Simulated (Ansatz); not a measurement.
**Lattice dynamics of MnGe (P2_13)**

How does MnGe (P2_13) vibrate, and is this structure a minimum?

Calculated with Ansatz 0.2.0; DFT PBEsol, scalar-relativistic, plane waves, PAW.

## 1. The structure

The structure is cubic, space group P2_13 (No. 198). Conventional cell: a = 4.725 Å, b = 4.725 Å, c = 4.725 Å, α = 90.00°, β = 90.00°, γ = 90.00°. Mn has 7 Ge at 2.41 to 2.65 Å nearest. Ge has 7 Mn at 2.41 to 2.65 Å nearest. Farther neighbours are not listed.

## 2. Bringing the structure to rest

Harmonic phonons are second derivatives at a point where the forces vanish, and they are wanted at zero stress, so atoms and cell are relaxed first.

Contents of input.yaml:

```yaml
crystal:
  lattice:
    - [4.72500306, 0.0, 0.0]
    - [0.0, 4.72500306, 0.0]
    - [0.0, 0.0, 4.72500306]
  atoms:
    - { symbol: Mn, position: [0.63711182, 0.13711182, 0.36288818], spin: 2.23 }
    - { symbol: Mn, position: [0.13711182, 0.36288818, 0.63711182], spin: 2.23 }
    - { symbol: Mn, position: [0.36288818, 0.63711182, 0.13711182], spin: 2.23 }
    - { symbol: Mn, position: [0.86288818, 0.86288818, 0.86288818], spin: 2.23 }
    - { symbol: Ge, position: [0.34236337, 0.84236337, 0.65763663] }
    - { symbol: Ge, position: [0.84236337, 0.65763663, 0.34236337] }
    - { symbol: Ge, position: [0.65763663, 0.34236337, 0.84236337] }
    - { symbol: Ge, position: [0.15763663, 0.15763663, 0.15763663] }
kpoints:
  mp_grid: { grid: [8, 8, 8] }
hamiltonian:
  xc: pbesol
scf:
  occupations: { method: gaussian, width: 0.1 }
output:
  forces: true
  stress: true
  eigenvalues: true
  populations: true
magnetization:
  spin_polarized: true
relax:
  adjacent_minimum: "off"
  f_tol: 0.005
  max_steps: 80
  cell: { stress_tol: 0.05 }
```

The run is started by

```sh
ansatz run input.yaml --threads 16 --pin off --max-ram 61440MiB --backend cuda --events-out ev --progress --plain --runs-dir out
```

Numbers of over 12 decimals in the logs are rounded to 6 here.

The log of the run:

```text
Engine: ansatz 0.2.0, aarch64-unknown-linux-gnu
Pseudopotentials: kind: paw
Pseudopotential: Mn, paw, valence charge 15, recommended cutoff 420 eV (normal), Mn.paw.azcp
Pseudopotential: Ge, paw, valence charge 14, recommended cutoff 420 eV (normal), Ge.paw.azcp
Functional definition: PBEsol
  exchange = pbesol_x
  correlation = pbesol_c
device memory: the entry about to start is reckoned to put 15.4 GiB on a device that reports 182.5 GiB free
GPU FFT provider: cuFFT
GPU libraries: cuBLAS 13.8.1, cuFFT 12.4.0, cuSOLVER 12.3.2
GPU matrix products: emulated (plane waves: as basis.precision tells), large ones in fixed point in workspaces of 1.00 GiB
Crystal: 8 atoms, lattice volume = 105.489 Å³
Basis set: ecut = 420 eV, 2103 PW (Γ), exchange–correlation on 64×64×64 points (8 copies of the dense FFT grid, shifted against one another)
Bands: 75, of which v1, the nominal top of the filled ones, is band 58 counted from 1 (57 counted from 0)
Symmetry: 12 space group operations
Space group: P213 (ITA 198), of the structure as read, at distance tolerance 4.7e-5 Å
Magnetic group: BNS 198.9 (UNI 1511), of the structure as read, at distance tolerance 4.7e-5 Å
k-points: 45 of 512 (time reversal used)
Non-local potential: Mn, projectors of the file, l = 0: 3, l = 1: 2, l = 2: 3, l = 3: 1
Non-local potential: Ge, projectors of the file, l = 0: 2, l = 1: 2, l = 2: 3, l = 3: 1
PAW form: soft (Blöchl's): semilocal exchange-correlation on the pseudo side does not see the compensation charge
PAW frozen core: Mn, regenerated for the run's functional, and the local potential with it (the file was generated under x = pbe(κ = 0.804, μ = 0.219515), c = pbe(β = 0.066725))
PAW frozen core: Ge, regenerated for the run's functional, and the local potential with it (the file was generated under x = pbe(κ = 0.804, μ = 0.219515), c = pbe(β = 0.066725))
PAW one-centre angular grid: Mn, 590 points (default); XC on 64 Gauss nodes
PAW one-centre angular grid: Ge, 590 points (default); XC on 64 Gauss nodes
Initial density: superposition of atomic densities (chi_scale 0.1, normalization cell)
Starting moments: Σ|m| = 8.92 μB on 4 of 8 sites
Initial wavefunctions: pseudopotential atomic-orbital guess
GPU buffer pool allocated for 32768 grid points (all kernels)
GPU transforms: local potential and band sums: pruned to the plane-wave sphere, on 32×32×32
Functional: x = pbesol(κ = 0.804, μ = 0.123457), c = pbesol(β = 0.046)
SCF iter   1: F=—  HF=-32488.641564 eV  |F-HF|=—  |Δ(HF+E_count)|=         —  Δρ=3.86e-2 (↑3.86e-2 ↓3.65e-2)  dr2=4.26e0  dr2_m=8.27e-2  M=7.597 μB ∫|m|=8.640 μB  β_m=0.30  ethr=3.10e-3  ⟨swp⟩=4.7  Hψ=20538  notcnv=0  defer=55
Mixer restart at iter 1: flushing history
preconditioner: auto → Kerker (q_TF=auto, 2.772 Å⁻¹)  [metal: Δε(μ)=0.007 eV  Ē_g=16.838 eV  σ=0.100 eV  W_gap=0.04  n_scr=32 (ndim 8)  ℏωp=33.1 eV  f_vac=0.000  D(μ)=5.00/eV (n_scr^D=32)]
spin=Collinear: Kerker preconditioning applied to the charge; magnetization (m = ρ↑ − ρ↓) channel mixes plain (no charge-response kernel on spin).
SCF iter   2: F=—  HF=-32486.918798 eV  |F-HF|=—  |Δ(HF+E_count)|=    1.72e0  Δρ=1.71e-2 (↑1.57e-2 ↓1.71e-2)  dr2=8.37e-1  dr2_m=7.42e-2  M=7.802 μB ∫|m|=8.923 μB  β_m=0.34  ethr=3.10e-3  ⟨swp⟩=2.0  Hψ=9515  notcnv=0  defer=669
SCF iter   3: F=—  HF=-32488.158197 eV  |F-HF|=—  |Δ(HF+E_count)|=    1.24e0  Δρ=1.75e-2 (↑1.75e-2 ↓1.15e-2)  dr2=9.13e-1  dr2_m=5.53e-2  M=7.845 μB ∫|m|=9.027 μB  β_m=0.43  ethr=7.22e-4  ⟨swp⟩=2.0  Hψ=7568  notcnv=0  defer=669
SCF iter   4: F=—  HF=-32490.086525 eV  |F-HF|=—  |Δ(HF+E_count)|=    1.93e0  Δρ=9.57e-3 (↑9.57e-3 ↓6.72e-3)  dr2=4.63e-1  dr2_m=9.44e-3  M=7.809 μB ∫|m|=9.072 μB  β_m=0.74  ethr=7.22e-4  ⟨swp⟩=2.2  Hψ=9614  notcnv=0  defer=669
SCF iter   5: F=—  HF=-32490.304812 eV  |F-HF|=—  |Δ(HF+E_count)|=   2.18e-1  Δρ=8.45e-3 (↑8.45e-3 ↓4.92e-3)  dr2=1.38e-1  dr2_m=3.22e-3  M=7.725 μB ∫|m|=9.070 μB  β_m=0.84  ethr=3.99e-4  ⟨swp⟩=2.5  Hψ=10792  notcnv=0  defer=659
SCF iter   6: F=—  HF=-32490.380353 eV  |F-HF|=—  |Δ(HF+E_count)|=         —  Δρ=5.93e-3 (↑5.93e-3 ↓2.41e-3)  dr2=5.57e-2  dr2_m=3.32e-3  M=7.700 μB ∫|m|=9.029 μB  β_m=0.84  ethr=1.19e-4  ⟨swp⟩=3.0  Hψ=11645  notcnv=0  defer=665
Mixer restart at iter 6: flushing history
SCF iter   7: F=—  HF=-32490.398602 eV  |F-HF|=—  |Δ(HF+E_count)|=   1.82e-2  Δρ=5.25e-3 (↑5.25e-3 ↓1.24e-3)  dr2=1.34e-2  dr2_m=7.64e-3  M=7.822 μB ∫|m|=9.175 μB  β_m=0.66  ethr=4.80e-5  ⟨swp⟩=2.0  Hψ=12475  notcnv=0  defer=665
SCF iter   8: F=—  HF=-32490.387748 eV  |F-HF|=—  |Δ(HF+E_count)|=   1.09e-2  Δρ=8.84e-4 (↑7.70e-4 ↓8.84e-4)  dr2=1.06e-3  dr2_m=4.87e-4  M=7.783 μB ∫|m|=9.129 μB  β_m=0.83  ethr=1.16e-5  ⟨swp⟩=2.0  Hψ=12750  notcnv=0  defer=665
SCF iter   9: F=—  HF=-32490.387656 eV  |F-HF|=—  |Δ(HF+E_count)|=   9.13e-5  Δρ=1.33e-3 (↑1.33e-3 ↓3.14e-4)  dr2=1.60e-3  dr2_m=3.09e-4  M=7.802 μB ∫|m|=9.154 μB  β_m=0.83  ethr=9.12e-7  ⟨swp⟩=2.0  Hψ=12008  notcnv=0  defer=665
SCF iter  10: F=—  HF=-32490.387341 eV  |F-HF|=—  |Δ(HF+E_count)|=   3.15e-4  Δρ=6.00e-4 (↑6.00e-4 ↓2.08e-4)  dr2=4.51e-4  dr2_m=4.18e-5  M=7.795 μB ∫|m|=9.148 μB  β_m=0.82  ethr=9.12e-7  ⟨swp⟩=2.0  Hψ=10971  notcnv=0  defer=657
SCF iter  11: F=—  HF=-32490.387284 eV  |F-HF|=—  |Δ(HF+E_count)|=   5.77e-5  Δρ=2.43e-5 (↑2.43e-5 ↓1.77e-5)  dr2=1.49e-6  dr2_m=1.23e-7  M=7.788 μB ∫|m|=9.139 μB  β_m=0.91  ethr=3.89e-7  ⟨swp⟩=3.0  Hψ=12313  notcnv=0  defer=657
SCF iter  12: F=—  HF=-32490.387277 eV  |F-HF|=—  |Δ(HF+E_count)|=   6.58e-6  Δρ=5.90e-6 (↑5.90e-6 ↓4.59e-6)  dr2=9.25e-8  dr2_m=6.82e-10  M=7.789 μB ∫|m|=9.139 μB  β_m=0.92  ethr=1.28e-9  ⟨swp⟩=2.0  Hψ=10659  notcnv=0  defer=651
SCF iter  13: F=-32490.387277 eV  HF=-32490.387277 eV  |F-HF|=5.33e-8  |Δ(HF+E_count)|=   2.89e-8  Δρ=3.68e-6 (↑3.68e-6 ↓3.63e-6)  dr2=6.02e-8  dr2_m=7.71e-11  M=7.788 μB ∫|m|=9.139 μB  ethr=7.97e-11  ⟨swp⟩=7.2  Hψ=27205  notcnv=0
SCF 1 converged in 13 iterations: F = -32490.387277 eV  dr2 = 6.02e-8
  greatest PAW one-centre occupation: 1.001 electrons in one spin orbital (limit 2), on the Mn atom at site 1 (counted from 0), in its partial waves of l = 1
relax step   1: F+E_penalty+E_count = -32490.38727706 eV  Δ(F+E_penalty+E_count) = +0.000e0 eV  max|allowed force component| = 4.070e-2 eV/Å  Δτ_max = 0.0000 Å  P = -4.089 GPa  Ω = 105.489 Å³  (13 SCF iters, dr2 threshold 1.00e-7 eV, accepted)
device memory: the entry about to start is reckoned to put 15.0 GiB (of the 15.4 GiB reckoned in all, the device holds 0.4 GiB already) on a device that reports 182.2 GiB free
GPU FFT provider: cuFFT
[...]
relax step   4: F+E_penalty+E_count = -32490.42799808 eV  Δ(F+E_penalty+E_count) = -1.324e-5 eV  max|allowed force component| = 5.856e-4 eV/Å  Δτ_max = 0.0008 Å  P = +0.002 GPa  Ω = 102.481 Å³  energy of the carried Pulay correction = +8.681e-4 eV  (6 SCF iters, dr2 threshold 1.85e-9 eV, accepted)
device memory: the entry about to start is reckoned to put 15.4 GiB on a device that reports 182.5 GiB free
GPU FFT provider: cuFFT
GPU libraries: cuBLAS 13.8.1, cuFFT 12.4.0, cuSOLVER 12.3.2
GPU matrix products: emulated (plane waves: as basis.precision tells), large ones in fixed point in workspaces of 1.00 GiB
Initial wavefunctions: pseudopotential atomic-orbital guess (no wavefunctions were taken with the density)
GPU buffer pool allocated for 32768 grid points (all kernels)
GPU transforms: local potential and band sums: pruned to the plane-wave sphere, on 32×32×32
iter 1 solved again at ethr=2.61e-8 eV; its pass at ethr=3.10e-3 eV (dr2=3.03e-5 eV) is discarded
SCF iter   1: F=—  HF=-32490.426312 eV  |F-HF|=—  |Δ(HF+E_count)|=         —  Δρ=2.18e-5 (↑1.26e-5 ↓2.18e-5)  dr2=2.68e-7  dr2_m=7.15e-8  M=7.415 μB ∫|m|=8.639 μB  β_m=0.65  ethr=2.61e-8  ⟨swp⟩=3.0  Hψ=40712  notcnv=0
spin=Collinear: Kerker preconditioning applied to the charge; magnetization (m = ρ↑ − ρ↓) channel mixes plain (no charge-response kernel on spin).
SCF iter   2: F=—  HF=-32490.427123 eV  |F-HF|=—  |Δ(HF+E_count)|=   8.11e-4  Δρ=1.18e-5 (↑1.07e-5 ↓1.18e-5)  dr2=1.82e-7  dr2_m=2.11e-8  M=7.415 μB ∫|m|=8.639 μB  β_m=0.51  ethr=2.31e-10  ⟨swp⟩=2.0  Hψ=11744  notcnv=0
SCF iter   3: F=—  HF=-32490.427123 eV  |F-HF|=—  |Δ(HF+E_count)|=   2.23e-8  Δρ=5.93e-6 (↑4.13e-6 ↓5.93e-6)  dr2=2.98e-8  dr2_m=4.82e-9  M=7.415 μB ∫|m|=8.639 μB  β_m=0.64  ethr=1.57e-10  ⟨swp⟩=2.0  Hψ=8672  notcnv=0
SCF iter   4: F=—  HF=-32490.427123 eV  |F-HF|=—  |Δ(HF+E_count)|=   3.50e-8  Δρ=2.60e-6 (↑9.53e-7 ↓2.60e-6)  dr2=8.80e-9  dr2_m=2.11e-9  M=7.415 μB ∫|m|=8.639 μB  β_m=0.82  ethr=2.57e-11  ⟨swp⟩=2.0  Hψ=10081  notcnv=0
SCF iter   5: F=—  HF=-32490.427123 eV  |F-HF|=—  |Δ(HF+E_count)|=   1.96e-8  Δρ=2.05e-6 (↑9.16e-7 ↓2.05e-6)  dr2=5.18e-9  dr2_m=1.70e-9  M=7.415 μB ∫|m|=8.639 μB  β_m=0.91  ethr=7.59e-12  ⟨swp⟩=2.0  Hψ=8708  notcnv=0
SCF iter   6: F=—  HF=-32490.427123 eV  |F-HF|=—  |Δ(HF+E_count)|=   4.45e-9  Δρ=2.64e-6 (↑2.64e-6 ↓5.00e-7)  dr2=5.35e-9  dr2_m=1.44e-9  M=7.414 μB ∫|m|=8.639 μB  β_m=0.91  ethr=4.46e-12  ⟨swp⟩=2.5  Hψ=12122  notcnv=0
SCF iter   7: F=—  HF=-32490.427123 eV  |F-HF|=—  |Δ(HF+E_count)|=  8.00e-11  Δρ=2.74e-7 (↑2.74e-7 ↓6.19e-8)  dr2=5.01e-11  dr2_m=1.88e-11  M=7.414 μB ∫|m|=8.639 μB  β_m=0.89  ethr=4.46e-12  ⟨swp⟩=2.0  Hψ=11664  notcnv=0
SCF iter   8: F=—  HF=-32490.427123 eV  |F-HF|=—  |Δ(HF+E_count)|=  1.46e-11  Δρ=5.18e-8 (↑3.80e-8 ↓5.18e-8)  dr2=9.22e-12  dr2_m=8.53e-14  M=7.414 μB ∫|m|=8.639 μB  β_m=0.95  ethr=1.00e-12  ⟨swp⟩=1.0  Hψ=6750  notcnv=0
SCF iter   9: F=-32490.427123 eV  HF=-32490.427123 eV  |F-HF|=4.00e-11  |Δ(HF+E_count)|=  4.00e-11  Δρ=1.11e-7 (↑1.11e-7 ↓9.93e-8)  dr2=4.92e-11  dr2_m=4.89e-14  M=7.414 μB ∫|m|=8.639 μB  ethr=1.00e-12  ⟨swp⟩=2.1  Hψ=19055  notcnv=0
SCF 5 converged in 9 iterations: F = -32490.427123 eV  dr2 = 4.92e-11
relax step   5: F+E_penalty+E_count = -32490.42712304 eV  Δ(F+E_penalty+E_count) = +8.750e-4 eV  max|allowed force component| = 5.524e-4 eV/Å  Δτ_max = 0.0000 Å  P = +0.003 GPa  Ω = 102.481 Å³  stress off target by 2.58e-3 GPa  SCF on the basis re-selected at this cell (its energy is not comparable with the rows above)  (9 SCF iters)
basis re-selected at this cell: Δ(F+E_penalty+E_count) = +8.750e-4 eV, ΔP = +0.001 GPa vs the last step (what re-selecting the basis moved, of the pressure what is left beyond the Pulay correction that the steps carried, after the strain that the cell walked since its last selection, with what the two solves' SCF thresholds leave and, on support functions, any second-order correction that the steps lacked; it is no m [...]
SCF converged after 9 iterations
Magnetization: 7.4145 μB (61.7072 up, 54.2928 down)
Absolute magnetization: 8.6330 μB (∫|ρ↑−ρ↓|, with the PAW one-centre terms)
Spin contamination: 0.2048 ħ² per cell (⟨S²⟩ above its minimum at these occupations)
Per-site moments (μB) at R_I (Å): [(1.912229, 0.983511), (1.912229, 0.983511), (1.912229, 0.983511), (1.912229, 0.983511), (-0.080163, 0.983511), (-0.080163, 0.983511), (-0.080163, 0.983511), (-0.080163, 0.983511)]
Free energy (F): -32490.427123 eV
Harris-Foulkes:  -32490.427123 eV  (|F-HF|=4.00e-11)
Internal energy: -32490.399444 eV  (E = F + TS)
E sigma→0 (E₀):  -32490.413283 eV
Entropy (-TS):   -0.027679 eV (-3.460 meV/atom)
Fermi energy:    16.960517 eV
--- Per-component energies (eV) ---
  E_band       = -944.360957
  E_kinetic    = 1693.623809
  E_local      = -14423.816230  (includes V_loc(G=0)·N_el)
  E_nonlocal   = 2656.658656
  E_hartree    = 6219.821921
  E_xc         = -763.156500
  E_vxc        = -855.064707  (∫ρ·V_xc dr)
  E_paw        = -13004.284417  (= ΣΔE_a)
  E_vpaw       = -2455.408198  (= ΣTr[D̂ρ^β])
  E_aug_tail   = 0.001258  (compensation charges beyond the density's cutoff)
  E_ewald      = -14873.598285
  E_core_change = 4.350346  (= ΣΔE_core)
  E_smearing   = -0.027679  (= −TS)
  E_closure    = 0.000000  (closes the sum)
  Σ components = -32490.427123   (vs F -32490.427123, Δ=0.00e0)
--- Forces (eV/Å), atoms counted from 1 ---
  atom   1  Mn    -0.00055242    -0.00055242     0.00055242
  atom   2  Mn    -0.00055242     0.00055242    -0.00055242
  atom   3  Mn     0.00055242    -0.00055242    -0.00055242
  atom   4  Mn     0.00055242     0.00055242     0.00055242
  atom   5  Ge    -0.00024850    -0.00024850     0.00024850
  atom   6  Ge    -0.00024850     0.00024850    -0.00024850
  atom   7  Ge     0.00024850    -0.00024850    -0.00024850
  atom   8  Ge     0.00024850     0.00024850     0.00024850
  max |Σ_I F_I| component: 2.50e-16 eV/Å
--- Stress (GPa, compression-positive) ---
        0.002577       0.000000       0.000000
        0.000000       0.002577      -0.000000
        0.000000      -0.000000       0.002577
  P = ⅓ Tr σ = 0.0026 GPa (0.026 kbar)
--- Band table (eV; the first three rows and the last of 90) ---
  k-point 0 ↑: bands = [... 54 lower, 14.9998, 16.2411, 16.2411, 16.2411, 16.2528, 16.2528, 16.9867, 16.9867, ... 13 higher]
  k-point 1 ↑: bands = [... 54 lower, 15.1410, 16.0767, 16.1023, 16.2253, 16.2635, 16.4571, 16.8437, 16.9530, ... 13 higher]
  k-point 2 ↑: bands = [... 54 lower, 15.1992, 15.8000, 15.9904, 16.1491, 16.2963, 16.4984, 16.7446, 16.8598, ... 13 higher]
  k-point 44 ↓: bands = [... 54 lower, 17.4590, 17.4590, 17.6890, 17.6890, 17.6890, 17.6890, 18.5343, 18.5343, ... 13 higher]
--- Relaxed structure (4 steps of the walk, 4 accepted, 1 SCFs on fresh bases) ---
  F+E_penalty+E_count = -32490.42712304 eV   max|allowed force component| = 5.524e-4 eV/Å   (the final SCF, on the basis selected at the relaxed cell)
  cell:  # Å, volume = 102.4813 Å³
    - [4.679666, 0, 0]
    - [0, 4.679666, 0]
    - [0, 0, 4.679666]
  atoms:
    - { symbol: Mn, position: [0.637416, 0.137416, 0.362584] }
    - { symbol: Mn, position: [0.137416, 0.362584, 0.637416] }
    - { symbol: Mn, position: [0.362584, 0.637416, 0.137416] }
    - { symbol: Mn, position: [0.862584, 0.862584, 0.862584] }
    - { symbol: Ge, position: [0.343258, 0.843258, 0.656742] }
    - { symbol: Ge, position: [0.843258, 0.656742, 0.343258] }
    - { symbol: Ge, position: [0.656742, 0.343258, 0.843258] }
    - { symbol: Ge, position: [0.156742, 0.156742, 0.156742] }
--- Löwdin populations: 8 sites ---
  site symbol       q [e]    m [muB]
     0     Mn     14.5597     2.0624
     1     Mn     14.5597     2.0624
     2     Mn     14.5597     2.0624
     3     Mn     14.5597     2.0624
     4     Ge     14.2725    -0.1976
     5     Ge     14.2725    -0.1976
     6     Ge     14.2725    -0.1976
     7     Ge     14.2725    -0.1976
  spilling = 0.005787 (of n_electrons = 116.000000)
```

It took 6.6 s on 1 × NVIDIA GB200 with 16 threads of Arm Neoverse V2, shared host; peak memory 1.1 GiB.

The steps of the relaxation:

```
step  energy less that of the first step (eV)  largest force component (eV/Å)  pressure (GPa)  volume (Å³)
   1                                   0.0000                          0.0407           -4.09       105.49
   2                                  -0.0382                          0.0277           -0.97       103.13
   3                                  -0.0407                          0.0054            0.01       102.47
   4                                  -0.0407                          0.0006            0.00       102.48
  5*                                  -0.0398                          0.0006            0.00       102.48
```

Relaxation steps marked * repeat the geometry before them on a plane-wave basis chosen anew for their cell, so energy and pressure can jump there.

The run keeps the 12 symmetry operations that it works with, so distortions that break them were not tested.

```
conventional cell, symmetrised  before  after  change
                         a (Å)   4.725  4.680  -1.0 %
                         b (Å)   4.725  4.680  -1.0 %
                         c (Å)   4.725  4.680  -1.0 %
              volume (Å³/atom)   13.19  12.81  -2.9 %
```

Final coordinates:

```cif
data_structure
_symmetry_space_group_name_H-M 'P 1'
_symmetry_Int_Tables_number 1
_cell_length_a 4.6797
_cell_length_b 4.6797
_cell_length_c 4.6797
_cell_angle_alpha 90.000
_cell_angle_beta 90.000
_cell_angle_gamma 90.000
_cell_volume 102.48
loop_
_atom_site_label
_atom_site_type_symbol
_atom_site_fract_x
_atom_site_fract_y
_atom_site_fract_z
_atom_site_occupancy
Mn1 Mn 0.63742 0.13742 0.36258 1
Mn2 Mn 0.13742 0.36258 0.63742 1
Mn3 Mn 0.36258 0.63742 0.13742 1
Mn4 Mn 0.86258 0.86258 0.86258 1
Ge5 Ge 0.34326 0.84326 0.65674 1
Ge6 Ge 0.84326 0.65674 0.34326 1
Ge7 Ge 0.65674 0.34326 0.84326 1
Ge8 Ge 0.15674 0.15674 0.15674 1
```

Numbers from this step:

| Item | Value |
| --- | --- |
| magnetization | 7.414 μB |
| absolute magnetization | 8.633 μB |
| site moments | 1.912, 1.912, 1.912, 1.912, -0.08016, -0.08016, -0.08016, -0.08016 μB |
| pressure | 0.002577 GPa |
| volume per atom | 12.81 Å³ |
| gap on the k-mesh | 0 eV |

In this step the volume went from 13.19 to 12.81 Å³/atom.

## 3. Relaxing to small forces for the phonons

Phonons need a cell at rest on their own settings, so the relaxation is repeated with tight tolerances on forces and stress on the k mesh and occupations of the first response run.

Contents of input.yaml:

```yaml
crystal:
  lattice:
    - [4.6796664803, 0.0, 0.0]
    - [0.0, 4.6796664803, 0.0]
    - [0.0, 0.0, 4.6796664803]
  atoms:
    - { symbol: Mn, position: [0.637415826, 0.137415826, 0.362584174], spin: 2.1 }
    - { symbol: Mn, position: [0.137415826, 0.362584174, 0.637415826], spin: 2.1 }
    - { symbol: Mn, position: [0.362584174, 0.637415826, 0.137415826], spin: 2.1 }
    - { symbol: Mn, position: [0.862584174, 0.862584174, 0.862584174], spin: 2.1 }
    - { symbol: Ge, position: [0.3432584306, 0.8432584306, 0.6567415694] }
    - { symbol: Ge, position: [0.8432584306, 0.6567415694, 0.3432584306] }
    - { symbol: Ge, position: [0.6567415694, 0.3432584306, 0.8432584306] }
    - { symbol: Ge, position: [0.1567415694, 0.1567415694, 0.1567415694] }
kpoints:
  mp_grid: { grid: [8, 8, 8] }
hamiltonian:
  xc: pbesol
scf:
  occupations: { method: gaussian, width: 0.15 }
output:
  forces: true
  stress: true
  eigenvalues: true
  populations: true
magnetization:
  spin_polarized: true
relax:
  adjacent_minimum: "off"
  f_tol: 0.001
  max_steps: 60
  cell: { stress_tol: 0.01 }
```

The log of the run:

```text
[...]
GPU FFT provider: cuFFT
GPU libraries: cuBLAS 13.8.1, cuFFT 12.4.0, cuSOLVER 12.3.2
[...]
Crystal: 8 atoms, lattice volume = 102.481 Å³
Basis set: ecut = 420 eV, 2007 PW (Γ), exchange–correlation on 64×64×64 points (8 copies of the dense FFT grid, shifted against one another)
[...]
--- Löwdin populations: 8 sites ---
  site symbol       q [e]    m [muB]
     0     Mn     14.5636     2.0158
     1     Mn     14.5636     2.0158
     2     Mn     14.5636     2.0158
     3     Mn     14.5636     2.0158
     4     Ge     14.2686    -0.1942
     5     Ge     14.2686    -0.1942
     6     Ge     14.2686    -0.1942
     7     Ge     14.2686    -0.1942
  spilling = 0.005787 (of n_electrons = 116.000000)
[key lines of the parts left out:]
SCF converged after 7 iterations
Magnetization: 7.2427 μB (61.6213 up, 54.3787 down)
Free energy (F): -32490.444797 eV
Fermi energy:    17.002746 eV
P = ⅓ Tr σ = -0.0001 GPa (-0.001 kbar)
```

Wall time 5.5 s (1 × NVIDIA GB200 with 16 threads); peak memory 1.1 GiB.

Little changed from the start: no atom moved by 0.005 Å and no cell edge by 0.1 %.

This step gave:

* magnetization: 7.243 μB
* absolute magnetization: 8.441 μB
* site moments: 1.869, 1.869, 1.869, 1.869, -0.07863, -0.07863, -0.07863, -0.07863 μB
* pressure: -1.07e-4 GPa
* volume per atom: 12.79 Å³

The largest force component left is 0.14 meV/Å and the pressure is 0.000 GPa, within the tolerances set. The cell now holds 12.79 Å³/atom.

[end of part 1 of 3]

[Logs are printed without paths, hosts, clocks, repeated set-up lines and the standing remarks that a program may print on its own settings, such as how far it seeks lower states.]

[Hosts, paths, dates, database ids (printed as entryN), source tags and the programs' standing remarks are cut or masked in the printed files.]
